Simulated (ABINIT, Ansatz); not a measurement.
# MgO (Periclase): G0W0 with ABINIT, start to end, part 3 of 3

How does a plane-wave GW calculation on MgO (Periclase) run from the first input to the gap?

ABINIT 10.8.3; PBE and many-body steps on it, plane waves. Known limits of the many-body steps: not at the basis limit.

So far. Step 4 (Empty states on the mesh, 6×6×6 mesh, 118 bands): On this mesh the gap is 4.733 eV. Step 5 (Screening, 6×6×6 mesh, 110 bands, screening to 239.5 eV): Local fields lower ε∞ by 7 %.

The database entry behind the starting cell differs from later determinations by our own check (about 0.1 % long), so it need not match the best structure at ambient conditions.

## Step 6: Self-energy, 6×6×6 mesh, 110 bands, screening to 239.5 eV

The self-energy is evaluated for the states that the input lists, and the levels follow from it, in one-shot runs by the linearised quasiparticle equation.

This step: G0W0 on PBE, plane waves, norm-conserving pseudopotentials.

The input, run.abi:

```
acell 3*1.0 Angstrom
rprim 
  -0.000000000000 2.108500000000 2.108500000000
  2.108500000000 0.000000000000 2.108500000000
  2.108500000000 2.108500000000 0.000000000000
ntypat 2
znucl 12 8
natom 2
typat 1 2
xred 
  0.000000000000 0.000000000000 0.000000000000
  0.500000000000 0.500000000000 0.500000000000
pp_dirpath "pseudos"
pseudos "Mg.upf, O.upf"
ecut 38
ngkpt 6 6 6
nshiftk 1
shiftk 0 0 0
kptopt 1
chksymbreak 0
istwfk *1
occopt 1
irdwfk 1
optdriver 4
nband 110
gwcalctyp 0
ecutsigx 38
symsigma 1
nkptgw 1
kptgw 
  0.0000000000 0.0000000000 0.0000000000
bdgw 
  6 12
ecuteps 8.8
irdscr 1
ppmodel 1
indata_prefix "in"
outdata_prefix "out"
tmpdata_prefix "tmp"
```

Started as:

```bash
$ OMP_NUM_THREADS=1 mpirun -n 4 abinit run.abi > log
```

Numbers of over 12 decimals in the logs are rounded to 6 here.

What it wrote:

```text
.Version 10.8.3 of ABINIT. v10.8.2 released Aug 2026.

 Symmetries : space group Fm -3 m (#225); Bravais cF (face-center cubic)
[... echo of the input left out ...]
== DATASET  1 ==================================================================
-   mpi_nproc: 4, omp_nthreads: 1 (-1 if OMP is not activated)

--- !DatasetInfo
iteration_state: {dtset: 1, }
dimensions: {natom: 2, nkpt: 16, mband: 110, nsppol: 1, nspinor: 1, nspden: 1, mpw: 1430, }
cutoff_energies: {ecut:  38.0, pawecutdg:  -1.0, }
electrons: {nelect:   1.60000000E+01, charge:   0.00000000E+00, occopt:   1.00000000E+00, tsmear:   1.00000000E-02, }

 SIGMA: Calculation of the GW corrections

 Based on a program developped by R.W. Godby, V. Olevano, G. Onida, and L. Reining.
 Incorporated in ABINIT by V. Olevano, G.-M. Rignanese, and M. Torrent.
.Using double precision arithmetic ; gwpc =  8

[... cell and pseudopotentials left out ...]
--------------------------------------------------------------------------------

 ==== K-mesh for the wavefunctions ====
 Number of points in the irreducible wedge :    16
[... list of points left out ...]
 Together with 48 symmetry operations and time-reversal symmetry
 yields   216 points in the full Brillouin Zone.

 ==== Q-mesh for screening function ====
 Number of points in the irreducible wedge :    16
[... list of points left out ...]
 Together with 48 symmetry operations and time-reversal symmetry
 yields   216 points in the full Brillouin Zone.

 vcoul_init : cutoff-mode = AUXILIARY_FUNCTION
 q-points for optical limit:   1
     1)      0.000010    0.000020    0.000030
 setmesh: FFT mesh size selected  =    32x   32x   32
          total number of points  =        32768

 Number of electrons calculated from density =   16.0000; Expected =   16.0000
 average of density, n =  0.126466
 r_s =    1.2359
 omega_plasma =   34.3038 [eV]

 === KS Band Gaps ===
  >>>> For spin  1
   Minimum direct gap =   4.7331 [eV], located at k-point      :   0.0000  0.0000  0.0000
   Fundamental gap    =   4.7331 [eV], Top of valence bands at :   0.0000  0.0000  0.0000
                                       Bottom of conduction at :   0.0000  0.0000  0.0000
 SIGMA fundamental parameters:
 PLASMON POLE MODEL  1
 number of plane-waves for SigmaX                 1411
 number of plane-waves for SigmaC and W            169
 number of plane-waves for wavefunctions          1411
 number of bands                                   110
 number of independent spin polarizations            1
 number of spinorial components                      1
 number of k-points in IBZ                          16
 number of q-points in IBZ                          16
 number of symmetry operations                      48
 number of k-points in BZ                          216
 number of q-points in BZ                          216
 number of frequencies for dSigma/dE                 9
 frequency step for dSigma/dE [eV]                0.25
 number of omega for Sigma on real axis              0
 max omega for Sigma on real axis  [eV]           0.00
 zcut for avoiding poles [eV]                     0.10

 EPSILON^-1 parameters (SCR file):
 dimension of the eps^-1 matrix on file            169
 dimension of the eps^-1 matrix used               169
 number of plane-waves for wavefunctions          1411
 number of bands                                   110
 number of q-points in IBZ                          16
 number of frequencies                               2
 number of real frequencies                          1
 number of imag frequencies                          1

 matrix elements of self-energy operator (all in [eV])

 Perturbative Calculation

--- !SelfEnergy_ee
iteration_state: {dtset: 1, }
kpoint     : [   0.000,    0.000,    0.000, ]
spin       : 1
KS_gap     :    4.733
QP_gap     :    7.023
Delta_QP_KS:    2.290
data: !SigmaeeData |
     Band     E0 <VxcDFT>   SigX SigC(E0)      Z dSigC/dE  Sig(E)    E-E0       E
        6   4.693 -20.107 -25.567   3.724   0.806  -0.241 -21.506  -1.399   3.294
        7   4.693 -20.107 -25.567   3.724   0.806  -0.241 -21.506  -1.399   3.294
        8   4.693 -20.107 -25.567   3.724   0.806  -0.241 -21.506  -1.399   3.294
        9   9.426 -13.453  -8.885  -3.525   0.854  -0.171 -12.561   0.891  10.318
       10  20.632  -9.568  -3.679  -4.640   0.866  -0.155  -8.487   1.081  21.713
       11  20.632  -9.568  -3.679  -4.640   0.866  -0.155  -8.487   1.081  21.713
       12  20.632  -9.568  -3.679  -4.640   0.866  -0.155  -8.487   1.081  21.713

== END DATASET(S) ==============================================================
================================================================================

 -outvars: echo values of variables after computation  --------
           etotal      0.0000000000E+00
            nband         110
             nkpt          16
          spgroup         225
 [... the other variables as echoed above ...]

 Calculation completed.
```

The job ended after 6.8 s (4 MPI ranks of Arm Neoverse V1, shared host; peak memory 0.78 GiB).

This step gave:

```yaml
g0w0_gap_on_the_points_computed: 7.024 eV
starting_gap_on_the_mesh: 4.733 eV
k_of_the_valence_top: 0, 0, 0
k_of_the_conduction_bottom: 0, 0, 0
z_at_the_valence_top: 0.806
z_at_the_conduction_bottom: 0.854
least_direct_g0w0_gap_on_the_computed_points: 7.024 eV
```

The gap on the mesh goes from 4.73 eV to 7.02 eV, a correction of +2.29 eV.

Limits: finite bands, cutoff and mesh. v1 is the top filled band, c1 the lowest empty one. The levels before and after the correction (eV, zero at the valence-band top of each column):

```tsv
	conduction bottom	valence top
Kohn-Sham	4.73	0.00
G0W0	7.02	0.00
```

```tsv
	level	energy (eV)
Kohn-Sham	Γ v3-v1	0.000
Kohn-Sham	Γ c1	4.733
Kohn-Sham	Γ c2-c4	15.939
G0W0	Γ v3-v1	0.000
G0W0	Γ c1	7.024
G0W0	Γ c2-c4	18.419
```

## Step 7: Where the time went

Times are wall times on 4 MPI ranks of Arm Neoverse V1, shared host, good to a factor of about two.

```tsv
step	time	share	memory (GiB)
ground state	4.9 s	4 %	0.25
bands along the symmetry lines	3.9 s	3 %	0.24
empty states on the mesh	12 s	10 %	0.68
screening	86 s	76 %	0.84
self-energy	6.8 s	6 %	0.78
```

## Step 8: What came out

* PBE gap: 4.73 eV, direct
* G0W0 gap on the mesh: 7.02 eV
* GW settings: 6×6×6 mesh, 110 bands, screening to 239.5 eV, Godby-Needs plasmon pole
* known limits: not at the basis limit

**Reading.** G0W0 moves the gap on the mesh from 4.73 eV to 7.02 eV (+2.29 eV), with Z of 0.81 and 0.85 at the edges. Local fields lower the RPA ε∞ on this mesh from 3.26 to 3.04. Only 1 of the mesh's irreducible points was corrected, so a valley elsewhere could overtake. The dearest step here is «screening». Bands and cutoff are finite, so the gap is not at the basis limit. The miss can reach some tenths of an eV and take either sign; the mesh is an error of its own. In the G0W0 run levels were corrected at 1 k point alone, so a gap called «on the mesh» is the least over those, and an edge elsewhere would be missed.

[Paths, hosts, dates, memory and timing lines, banners, echoed tables and standing remarks are left out of the program output.]

[Logs are printed without paths, hosts, clocks, repeated set-up lines and the standing remarks that a program may print on its own settings, such as how far it seeks lower states.]

[Runs of the session that timed out or met a known fault of the program may be left out.]

[Hosts, paths, dates, database ids (printed as entryN), source tags and the programs' standing remarks are cut or masked in the printed files.]

[G0W0 gaps are taken among the corrected bands and points alone; a level outside them can change the order at an edge.]

[Where Ansatz stands beside ABINIT at settings called matched, ABINIT's density can come from a denser mesh and the files from another edition; pairs whose starting gaps differed by over 0.03 eV were left out, so agreement reads better than it is.]
